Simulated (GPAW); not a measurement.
## Whose spectrum is this?

Method: GPAW, LDA, RPA, without spin-orbit coupling, line width 0.1 eV (Lorentzian); metals get a typed carrier damping. The response is along the first axis of the cell.

| E (eV) | Im ε |
| --- | --- |
| 0.00 | 0.00 |
| 0.50 | 0.01 |
| 1.00 | 0.02 |
| 1.50 | 0.03 |
| 2.00 | 0.05 |
| 2.50 | 0.08 |
| 3.00 | 0.14 |
| 3.50 | 0.44 |
| 4.00 | 1.75 |
| 4.50 | 3.95 |
| 5.00 | 6.29 |
| 5.50 | 7.07 |
| 6.00 | 7.15 |
| 6.50 | 5.87 |
| 7.00 | 5.91 |
| 7.50 | 4.76 |
| 8.00 | 5.36 |
| 8.50 | 3.71 |
| 9.00 | 2.58 |
| 9.50 | 2.26 |
| 10.00 | 2.13 |

**Question.** To which candidate does it belong?
A. NaI (Fm-3m)
B. KMgF3 (Pm-3m)
C. MgI2 (P-3m1)

**Answer.** C. MgI2 (P-3m1): strongest peak along the first axis at 5.97 eV. The others: KMgF3 (Pm-3m), ε∞ = 2.02 along the first axis, strongest peak along the first axis at 11.21 eV; NaI (Fm-3m), ε∞ = 3.19 along the first axis, strongest peak along the first axis at 5.71 eV.
